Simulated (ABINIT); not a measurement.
# Converging GW for Diamond (Fd-3m, 2 atoms a cell) in ABINIT, part 2 of 2

What does each rung of G0W0 on Diamond (Fd-3m, 2 atoms a cell) cost, and what does it buy?

ABINIT 10.8.3; PBE and many-body steps on it, plane waves. Known limits of the many-body steps: not at the basis limit.

So far. Step 3 (Screening, 8×8×8 mesh, 61 bands, screening to 203.5 eV): Local fields lower ε∞ by 7 %. Step 4 (61 bands, 203.5 eV): The gap on the mesh goes from 4.19 eV to 5.43 eV, a correction of +1.24 eV.

## (6) 90 bands, 269.4 eV

This step: G0W0 on PBE, plane waves, norm-conserving pseudopotentials.

Contents of run.abi:

```
acell 3*1.0 Angstrom
rprim 
  -0.000000000000 1.783370000000 1.783370000000
  1.783370000000 -0.000000000000 1.783370000000
  1.783370000000 1.783370000000 0.000000000000
ntypat 1
znucl 6
natom 2
typat 1 1
xred 
  0.000000000000 0.000000000000 -0.000000000000
  0.250000000000 0.250000000000 0.250000000000
pp_dirpath "pseudos"
pseudos "C.upf"
ecut 37
ngkpt 8 8 8
nshiftk 1
shiftk 0 0 0
kptopt 1
chksymbreak 0
istwfk *1
occopt 1
irdwfk 1
optdriver 4
nband 90
gwcalctyp 0
ecutsigx 37
symsigma 1
nkptgw 4
kptgw 
  0.0000000000 0.0000000000 0.0000000000
  0.3750000000 0.3750000000 0.0000000000
  0.5000000000 0.0000000000 0.0000000000
  0.5000000000 0.5000000000 0.0000000000
bdgw 
  2 7
  3 6
  3 6
  3 6
ecuteps 9.9
irdscr 1
ppmodel 1
indata_prefix "in"
outdata_prefix "out"
tmpdata_prefix "tmp"
```

On the command line:

```bash
> OMP_NUM_THREADS=1 mpirun -n 4 abinit run.abi > log
```

Output:

```text
.Version 10.8.3 of ABINIT. v10.8.2 released Aug 2026.

 Symmetries : space group Fd -3 m (#227); Bravais cF (face-center cubic)
[... echo of the input left out ...]
== DATASET  1 ==================================================================
-   mpi_nproc: 4, omp_nthreads: 1 (-1 if OMP is not activated)

--- !DatasetInfo
iteration_state: {dtset: 1, }
dimensions: {natom: 2, nkpt: 29, mband: 90, nsppol: 1, nspinor: 1, nspden: 1, mpw: 869, }
cutoff_energies: {ecut:  37.0, pawecutdg:  -1.0, }
electrons: {nelect:   8.00000000E+00, charge:   0.00000000E+00, occopt:   1.00000000E+00, tsmear:   1.00000000E-02, }

 SIGMA: Calculation of the GW corrections

 Based on a program developped by R.W. Godby, V. Olevano, G. Onida, and L. Reining.
 Incorporated in ABINIT by V. Olevano, G.-M. Rignanese, and M. Torrent.
.Using double precision arithmetic ; gwpc =  8

[... cell and pseudopotentials left out ...]
--------------------------------------------------------------------------------

 ==== K-mesh for the wavefunctions ====
 Number of points in the irreducible wedge :    29
[... list of points left out ...]
 Together with 48 symmetry operations and time-reversal symmetry
 yields   512 points in the full Brillouin Zone.

 ==== Q-mesh for screening function ====
 Number of points in the irreducible wedge :    29
[... list of points left out ...]
 Together with 48 symmetry operations and time-reversal symmetry
 yields   512 points in the full Brillouin Zone.

 vcoul_init : cutoff-mode = AUXILIARY_FUNCTION
 q-points for optical limit:   1
     1)      0.000010    0.000020    0.000030
 setmesh: FFT mesh size selected  =    32x   32x   32
          total number of points  =        32768

 Number of electrons calculated from density =    8.0000; Expected =    8.0000
[...]
matrix elements of self-energy operator (all in [eV])

 Perturbative Calculation

--- !SelfEnergy_ee
iteration_state: {dtset: 1, }
kpoint     : [   0.000,    0.000,    0.000, ]
spin       : 1
KS_gap     :    5.626
QP_gap     :    7.407
Delta_QP_KS:    1.782
data: !SigmaeeData |
     Band     E0 <VxcDFT>   SigX SigC(E0)      Z dSigC/dE  Sig(E)    E-E0       E
        2  10.293 -16.962 -19.293   1.407   0.831  -0.204 -17.730  -0.767   9.526
        3  10.293 -16.962 -19.293   1.407   0.831  -0.204 -17.730  -0.767   9.526
        4  10.293 -16.962 -19.293   1.407   0.831  -0.204 -17.730  -0.767   9.526
[...]
--- !SelfEnergy_ee
iteration_state: {dtset: 1, }
kpoint     : [   0.375,    0.375,    0.000, ]
spin       : 1
KS_gap     :    9.944
QP_gap     :   11.607
Delta_QP_KS:    1.662
data: !SigmaeeData |
     Band     E0 <VxcDFT>   SigX SigC(E0)      Z dSigC/dE  Sig(E)    E-E0       E
[...]
--- !SelfEnergy_ee
iteration_state: {dtset: 1, }
kpoint     : [   0.500,    0.000,    0.000, ]
spin       : 1
KS_gap     :   11.329
QP_gap     :   13.375
Delta_QP_KS:    2.046
data: !SigmaeeData |
     Band     E0 <VxcDFT>   SigX SigC(E0)      Z dSigC/dE  Sig(E)    E-E0       E
[...]
--- !SelfEnergy_ee
iteration_state: {dtset: 1, }
kpoint     : [   0.500,    0.500,    0.000, ]
spin       : 1
KS_gap     :   11.141
QP_gap     :   12.777
Delta_QP_KS:    1.635
data: !SigmaeeData |
     Band     E0 <VxcDFT>   SigX SigC(E0)      Z dSigC/dE  Sig(E)    E-E0       E
[...]
5  15.119 -13.579  -8.066  -4.953   0.844  -0.185 -13.107   0.472  15.591
        6  15.119 -13.579  -8.066  -4.953   0.844  -0.185 -13.107   0.472  15.591

== END DATASET(S) ==============================================================
================================================================================

 -outvars: echo values of variables after computation  --------
           etotal      0.0000000000E+00
            nband          90
             nkpt          29
          spgroup         227
 [... the other variables as echoed above ...]

 Calculation completed.
```

Elapsed: 18 s, on 4 MPI ranks of Arm Neoverse V1, shared host; peak memory 0.75 GiB.

This step gave:

```
G0W0 gap on the mesh                         : 5.487 eV
starting gap on the mesh                     : 4.190 eV
k of the valence top                         : 0, 0, 0
k of the conduction bottom                   : 0.375, 0.375, 0
Z at the valence top                         : 0.831
Z at the conduction bottom                   : 0.842
least direct G0W0 gap on the computed points : 7.407 eV
```

Against G0W0 in ABINIT (8×8×8 mesh, 61 bands, screening to 203.5 eV, Godby-Needs plasmon pole), the gap moves by +0.060 eV.

## (7) Screening, 8×8×8 mesh, 137 bands, screening to 359.2 eV

This step: RPA screening on PBE, plane waves, norm-conserving pseudopotentials.

Changes to run.abi since step 6:

```diff
@@ -23,21 +23,8 @@
 irdwfk 1
-optdriver 4
-nband 90
-gwcalctyp 0
-ecutsigx 37
-symsigma 1
-nkptgw 4
-kptgw 
-  0.0000000000 0.0000000000 0.0000000000
-  0.3750000000 0.3750000000 0.0000000000
-  0.5000000000 0.0000000000 0.0000000000
-  0.5000000000 0.5000000000 0.0000000000
-bdgw 
-  2 7
-  3 6
-  3 6
-  3 6
-ecuteps 9.9
-irdscr 1
-ppmodel 1
+optdriver 3
+nband 137
+ecuteps 13.2
+inclvkb 2
+awtr 1
+symchi 1
 indata_prefix "in"
```

Output:

```text
.Version 10.8.3 of ABINIT. v10.8.2 released Aug 2026.

 Symmetries : space group Fd -3 m (#227); Bravais cF (face-center cubic)
[... echo of the input left out ...]
== DATASET  1 ==================================================================
-   mpi_nproc: 4, omp_nthreads: 1 (-1 if OMP is not activated)

--- !DatasetInfo
iteration_state: {dtset: 1, }
dimensions: {natom: 2, nkpt: 29, mband: 137, nsppol: 1, nspinor: 1, nspden: 1, mpw: 869, }
cutoff_energies: {ecut:  37.0, pawecutdg:  -1.0, }
[...]
--------------------------------------------------------------------------------
[... chi0 elements left out ...]
 For q-point:  0.000010 0.000020 0.000030
  dielectric constant =   5.5133
  dielectric constant without local fields =   5.9490

  Average fulfillment of the sum rule on Im[epsilon] for q-point    1 :     97.08  [%]
[... wings left out ...]
  q-point number  2        q = ( 0.125000, 0.000000, 0.000000) [r.l.u.]
--------------------------------------------------------------------------------
[... chi0 elements left out ...]
  Average fulfillment of the sum rule on Im[epsilon] for q-point    2 :    100.31  [%]

 [... 27 further q-points ...]
```

It took 4.3 min on 4 MPI ranks; peak memory 1.5 GiB; 17 min of CPU time.

Numbers from this step:

```
ε∞ with local fields, on this mesh, along the program's q direction : 5.513
the same without local fields                                       : 5.949
plasma frequency                                                    : 31.18 eV
plane waves in the screening matrix                                 : 169
```

## (8) 137 bands, 359.2 eV

This step: G0W0 on PBE, plane waves, norm-conserving pseudopotentials.

Changes to run.abi since step 7:

```diff
@@ -23,8 +23,21 @@
 irdwfk 1
-optdriver 3
+optdriver 4
 nband 137
+gwcalctyp 0
+ecutsigx 37
+symsigma 1
+nkptgw 4
+kptgw 
+  0.0000000000 0.0000000000 0.0000000000
+  0.3750000000 0.3750000000 0.0000000000
+  0.5000000000 0.0000000000 0.0000000000
+  0.5000000000 0.5000000000 0.0000000000
+bdgw 
+  2 7
+  3 6
+  3 6
+  3 6
 ecuteps 13.2
-inclvkb 2
-awtr 1
-symchi 1
+irdscr 1
+ppmodel 1
 indata_prefix "in"
```

Output:

```text
.Version 10.8.3 of ABINIT. v10.8.2 released Aug 2026.

 Symmetries : space group Fd -3 m (#227); Bravais cF (face-center cubic)
[... echo of the input left out ...]
== DATASET  1 ==================================================================
-   mpi_nproc: 4, omp_nthreads: 1 (-1 if OMP is not activated)

--- !DatasetInfo
iteration_state: {dtset: 1, }
dimensions: {natom: 2, nkpt: 29, mband: 137, nsppol: 1, nspinor: 1, nspden: 1, mpw: 869, }
cutoff_energies: {ecut:  37.0, pawecutdg:  -1.0, }
[...]
Band     E0 <VxcDFT>   SigX SigC(E0)      Z dSigC/dE  Sig(E)    E-E0       E
[...]
5  15.119 -13.579  -8.066  -5.017   0.844  -0.185 -13.161   0.418  15.537
        6  15.119 -13.579  -8.066  -5.017   0.844  -0.185 -13.161   0.418  15.537

== END DATASET(S) ==============================================================
================================================================================

 -outvars: echo values of variables after computation  --------
           etotal      0.0000000000E+00
            nband         137
             nkpt          29
          spgroup         227
 [... the other variables as echoed above ...]

 Calculation completed.
```

Wall time 59 s (4 MPI ranks); peak memory 1.4 GiB.

Numbers from this step:

* G0W0 gap on the mesh: 5.52 eV
* starting gap on the mesh: 4.190 eV
* k of the valence top: 0, 0, 0
* k of the conduction bottom: 0.375, 0.375, 0
* least direct G0W0 gap on the computed points: 7.425 eV

Against G0W0 in ABINIT (8×8×8 mesh, 90 bands, screening to 269.4 eV, Godby-Needs plasmon pole), the gap moves by +0.033 eV.

## (9) Screening, 8×8×8 mesh, 202 bands, screening to 466.9 eV

This step: RPA screening on PBE, plane waves, norm-conserving pseudopotentials.

Changes to run.abi since step 8:

```diff
@@ -23,21 +23,8 @@
 irdwfk 1
-optdriver 4
-nband 137
-gwcalctyp 0
-ecutsigx 37
-symsigma 1
-nkptgw 4
-kptgw 
-  0.0000000000 0.0000000000 0.0000000000
-  0.3750000000 0.3750000000 0.0000000000
-  0.5000000000 0.0000000000 0.0000000000
-  0.5000000000 0.5000000000 0.0000000000
-bdgw 
-  2 7
-  3 6
-  3 6
-  3 6
-ecuteps 13.2
-irdscr 1
-ppmodel 1
+optdriver 3
+nband 202
+ecuteps 17.16
+inclvkb 2
+awtr 1
+symchi 1
 indata_prefix "in"
```

Output:

```text
.Version 10.8.3 of ABINIT. v10.8.2 released Aug 2026.

 Symmetries : space group Fd -3 m (#227); Bravais cF (face-center cubic)
[... echo of the input left out ...]
== DATASET  1 ==================================================================
-   mpi_nproc: 4, omp_nthreads: 1 (-1 if OMP is not activated)

--- !DatasetInfo
iteration_state: {dtset: 1, }
dimensions: {natom: 2, nkpt: 29, mband: 202, nsppol: 1, nspinor: 1, nspden: 1, mpw: 869, }
cutoff_energies: {ecut:  37.0, pawecutdg:  -1.0, }
[...]
--------------------------------------------------------------------------------
[... chi0 elements left out ...]
 For q-point:  0.000010 0.000020 0.000030
  dielectric constant =   5.5091
  dielectric constant without local fields =   5.9491

  Average fulfillment of the sum rule on Im[epsilon] for q-point    1 :     98.93  [%]
[... wings left out ...]
  q-point number  2        q = ( 0.125000, 0.000000, 0.000000) [r.l.u.]
--------------------------------------------------------------------------------
[... chi0 elements left out ...]
  Average fulfillment of the sum rule on Im[epsilon] for q-point    2 :    100.77  [%]

 [... 27 further q-points ...]
```

Wall time 8.2 min (4 MPI ranks); peak memory 2.1 GiB.

This step gave:

```
ε∞ with local fields, on this mesh, along the program's q direction : 5.509
the same without local fields                                       : 5.949
plasma frequency                                                    : 31.18 eV
plane waves in the screening matrix                                 : 259
```

## (10) 202 bands, 466.9 eV

This step: G0W0 on PBE, plane waves, norm-conserving pseudopotentials.

Changes to run.abi since step 9:

```diff
@@ -23,8 +23,21 @@
 irdwfk 1
-optdriver 3
+optdriver 4
 nband 202
+gwcalctyp 0
+ecutsigx 37
+symsigma 1
+nkptgw 4
+kptgw 
+  0.0000000000 0.0000000000 0.0000000000
+  0.3750000000 0.3750000000 0.0000000000
+  0.5000000000 0.0000000000 0.0000000000
+  0.5000000000 0.5000000000 0.0000000000
+bdgw 
+  2 7
+  3 6
+  3 6
+  3 6
 ecuteps 17.16
-inclvkb 2
-awtr 1
-symchi 1
+irdscr 1
+ppmodel 1
 indata_prefix "in"
```

Output:

```text
.Version 10.8.3 of ABINIT. v10.8.2 released Aug 2026.

 Symmetries : space group Fd -3 m (#227); Bravais cF (face-center cubic)
[... echo of the input left out ...]
== DATASET  1 ==================================================================
-   mpi_nproc: 4, omp_nthreads: 1 (-1 if OMP is not activated)

--- !DatasetInfo
iteration_state: {dtset: 1, }
dimensions: {natom: 2, nkpt: 29, mband: 202, nsppol: 1, nspinor: 1, nspden: 1, mpw: 869, }
cutoff_energies: {ecut:  37.0, pawecutdg:  -1.0, }
[...]
Band     E0 <VxcDFT>   SigX SigC(E0)      Z dSigC/dE  Sig(E)    E-E0       E
[...]
5  15.119 -13.579  -8.066  -5.050   0.843  -0.186 -13.189   0.390  15.509
        6  15.119 -13.579  -8.066  -5.050   0.843  -0.186 -13.189   0.390  15.509

== END DATASET(S) ==============================================================
================================================================================

 -outvars: echo values of variables after computation  --------
           etotal      0.0000000000E+00
            nband         202
             nkpt          29
          spgroup         227
 [... the other variables as echoed above ...]

 Calculation completed.
```

Wall time 3 min (4 MPI ranks); peak memory 2.1 GiB.

Numbers from this step:

```
G0W0 gap on the mesh                         : 5.538 eV
starting gap on the mesh                     : 4.190 eV
k of the valence top                         : 0, 0, 0
k of the conduction bottom                   : 0.375, 0.375, 0
least direct G0W0 gap on the computed points : 7.434 eV
```

Against G0W0 in ABINIT (8×8×8 mesh, 137 bands, screening to 359.2 eV, Godby-Needs plasmon pole), the gap moves by +0.018 eV.

## (11) Screening, 8×8×8 mesh, 291 bands, screening to 598.7 eV

This step: RPA screening on PBE, plane waves, norm-conserving pseudopotentials.

Changes to run.abi since step 10:

```diff
@@ -23,21 +23,8 @@
 irdwfk 1
-optdriver 4
-nband 202
-gwcalctyp 0
-ecutsigx 37
-symsigma 1
-nkptgw 4
-kptgw 
-  0.0000000000 0.0000000000 0.0000000000
-  0.3750000000 0.3750000000 0.0000000000
-  0.5000000000 0.0000000000 0.0000000000
-  0.5000000000 0.5000000000 0.0000000000
-bdgw 
-  2 7
-  3 6
-  3 6
-  3 6
-ecuteps 17.16
-irdscr 1
-ppmodel 1
+optdriver 3
+nband 291
+ecuteps 22
+inclvkb 2
+awtr 1
+symchi 1
 indata_prefix "in"
```

Output:

```text
.Version 10.8.3 of ABINIT. v10.8.2 released Aug 2026.

 Symmetries : space group Fd -3 m (#227); Bravais cF (face-center cubic)
[... echo of the input left out ...]
== DATASET  1 ==================================================================
-   mpi_nproc: 4, omp_nthreads: 1 (-1 if OMP is not activated)

--- !DatasetInfo
iteration_state: {dtset: 1, }
dimensions: {natom: 2, nkpt: 29, mband: 291, nsppol: 1, nspinor: 1, nspden: 1, mpw: 869, }
cutoff_energies: {ecut:  37.0, pawecutdg:  -1.0, }
[...]
--------------------------------------------------------------------------------
[... chi0 elements left out ...]
 For q-point:  0.000010 0.000020 0.000030
  dielectric constant =   5.5083
  dielectric constant without local fields =   5.9491

  Average fulfillment of the sum rule on Im[epsilon] for q-point    1 :     99.92  [%]
[... wings left out ...]
  q-point number  2        q = ( 0.125000, 0.000000, 0.000000) [r.l.u.]
--------------------------------------------------------------------------------
[... chi0 elements left out ...]
  Average fulfillment of the sum rule on Im[epsilon] for q-point    2 :    101.09  [%]

 [... 27 further q-points ...]
```

It took 15 min on 4 MPI ranks; peak memory 3 GiB; 62 min of CPU time.

This step gave:

```yaml
eps_infinity_with_local_fields_on_this_mesh_along_the_program_s_q_direction: 5.508
the_same_without_local_fields: 5.949
plasma_frequency: 31.18 eV
plane_waves_in_the_screening_matrix: 339
```

## (12) 291 bands, 598.7 eV

This step: G0W0 on PBE, plane waves, norm-conserving pseudopotentials.

Changes to run.abi since step 11:

```diff
@@ -23,8 +23,21 @@
 irdwfk 1
-optdriver 3
+optdriver 4
 nband 291
+gwcalctyp 0
+ecutsigx 37
+symsigma 1
+nkptgw 4
+kptgw 
+  0.0000000000 0.0000000000 0.0000000000
+  0.3750000000 0.3750000000 0.0000000000
+  0.5000000000 0.0000000000 0.0000000000
+  0.5000000000 0.5000000000 0.0000000000
+bdgw 
+  2 7
+  3 6
+  3 6
+  3 6
 ecuteps 22
-inclvkb 2
-awtr 1
-symchi 1
+irdscr 1
+ppmodel 1
 indata_prefix "in"
```

Output:

```text
.Version 10.8.3 of ABINIT. v10.8.2 released Aug 2026.

 Symmetries : space group Fd -3 m (#227); Bravais cF (face-center cubic)
[... echo of the input left out ...]
== DATASET  1 ==================================================================
-   mpi_nproc: 4, omp_nthreads: 1 (-1 if OMP is not activated)

--- !DatasetInfo
iteration_state: {dtset: 1, }
dimensions: {natom: 2, nkpt: 29, mband: 291, nsppol: 1, nspinor: 1, nspden: 1, mpw: 869, }
cutoff_energies: {ecut:  37.0, pawecutdg:  -1.0, }
[...]
Band     E0 <VxcDFT>   SigX SigC(E0)      Z dSigC/dE  Sig(E)    E-E0       E
[...]
5  15.119 -13.579  -8.066  -5.069   0.843  -0.186 -13.205   0.374  15.493
        6  15.119 -13.579  -8.066  -5.069   0.843  -0.186 -13.205   0.374  15.493

== END DATASET(S) ==============================================================
================================================================================

 -outvars: echo values of variables after computation  --------
           etotal      0.0000000000E+00
            nband         291
             nkpt          29
          spgroup         227
 [... the other variables as echoed above ...]

 Calculation completed.
```

Wall time 7 min (4 MPI ranks); peak memory 3 GiB.

Numbers from this step:

| Quantity | Value |
| --- | --- |
| G0W0 gap on the mesh | 5.547 eV |
| starting gap on the mesh | 4.190 eV |
| k of the valence top | 0, 0, 0 |
| k of the conduction bottom | 0.375, 0.375, 0 |
| least direct G0W0 gap on the computed points | 7.439 eV |

Against G0W0 in ABINIT (8×8×8 mesh, 202 bands, screening to 466.9 eV, Godby-Needs plasmon pole), the gap moves by +0.009 eV.

## (13) Side by side

Times are wall times on 4 MPI ranks of Arm Neoverse V1, shared host, good to a factor of about two. A run's time includes the screening step that it read.

| run | mesh | bands | screening cutoff (eV) | DFT gap (eV) | gap on the mesh (eV) | direct (eV) | ε∞ used | time |
| --- | --- | --- | --- | --- | --- | --- | --- | --- |
| 61 bands, 203.5 eV | 8×8×8 | 61 | 203.5 | 4.190 | 5.427 | 7.355 | 5.53 | 43 s |
| 90 bands, 269.4 eV | 8×8×8 | 90 | 269.4 | 4.190 | 5.487 | 7.407 | 5.52 | 83 s |
| 137 bands, 359.2 eV | 8×8×8 | 137 | 359.2 | 4.190 | 5.520 | 7.425 | 5.51 | 5.3 min |
| 202 bands, 466.9 eV | 8×8×8 | 202 | 466.9 | 4.190 | 5.538 | 7.434 | 5.51 | 11 min |
| 291 bands, 598.7 eV | 8×8×8 | 291 | 598.7 | 4.190 | 5.547 | 7.439 | 5.51 | 22 min |

## (14) What came out

| Quantity | Value |
| --- | --- |
| 61 bands, 203.5 eV | 5.427 eV |
| 90 bands, 269.4 eV | 5.487 eV |
| 137 bands, 359.2 eV | 5.520 eV |
| 202 bands, 466.9 eV | 5.538 eV |
| 291 bands, 598.7 eV | 5.547 eV |
| known limits | not at the basis limit |

In words: From the first rung to the last the gap moves by +0.12 eV for 32 times the time.

[Paths, hosts, dates, memory and timing lines, banners, echoed tables and standing remarks are left out of the program output.]

[Logs are printed without paths, hosts, clocks, repeated set-up lines and the standing remarks that a program may print on its own settings, such as how far it seeks lower states.]

[Runs of the session that timed out or met a known fault of the program may be left out.]

[Hosts, paths, dates, database ids (printed as entryN), source tags and the programs' standing remarks are cut or masked in the printed files.]

[G0W0 gaps are taken among the corrected bands and points alone; a level outside them can change the order at an edge.]

[Where Ansatz stands beside ABINIT at settings called matched, ABINIT's density can come from a denser mesh and the files from another edition; pairs whose starting gaps differed by over 0.03 eV were left out, so agreement reads better than it is.]
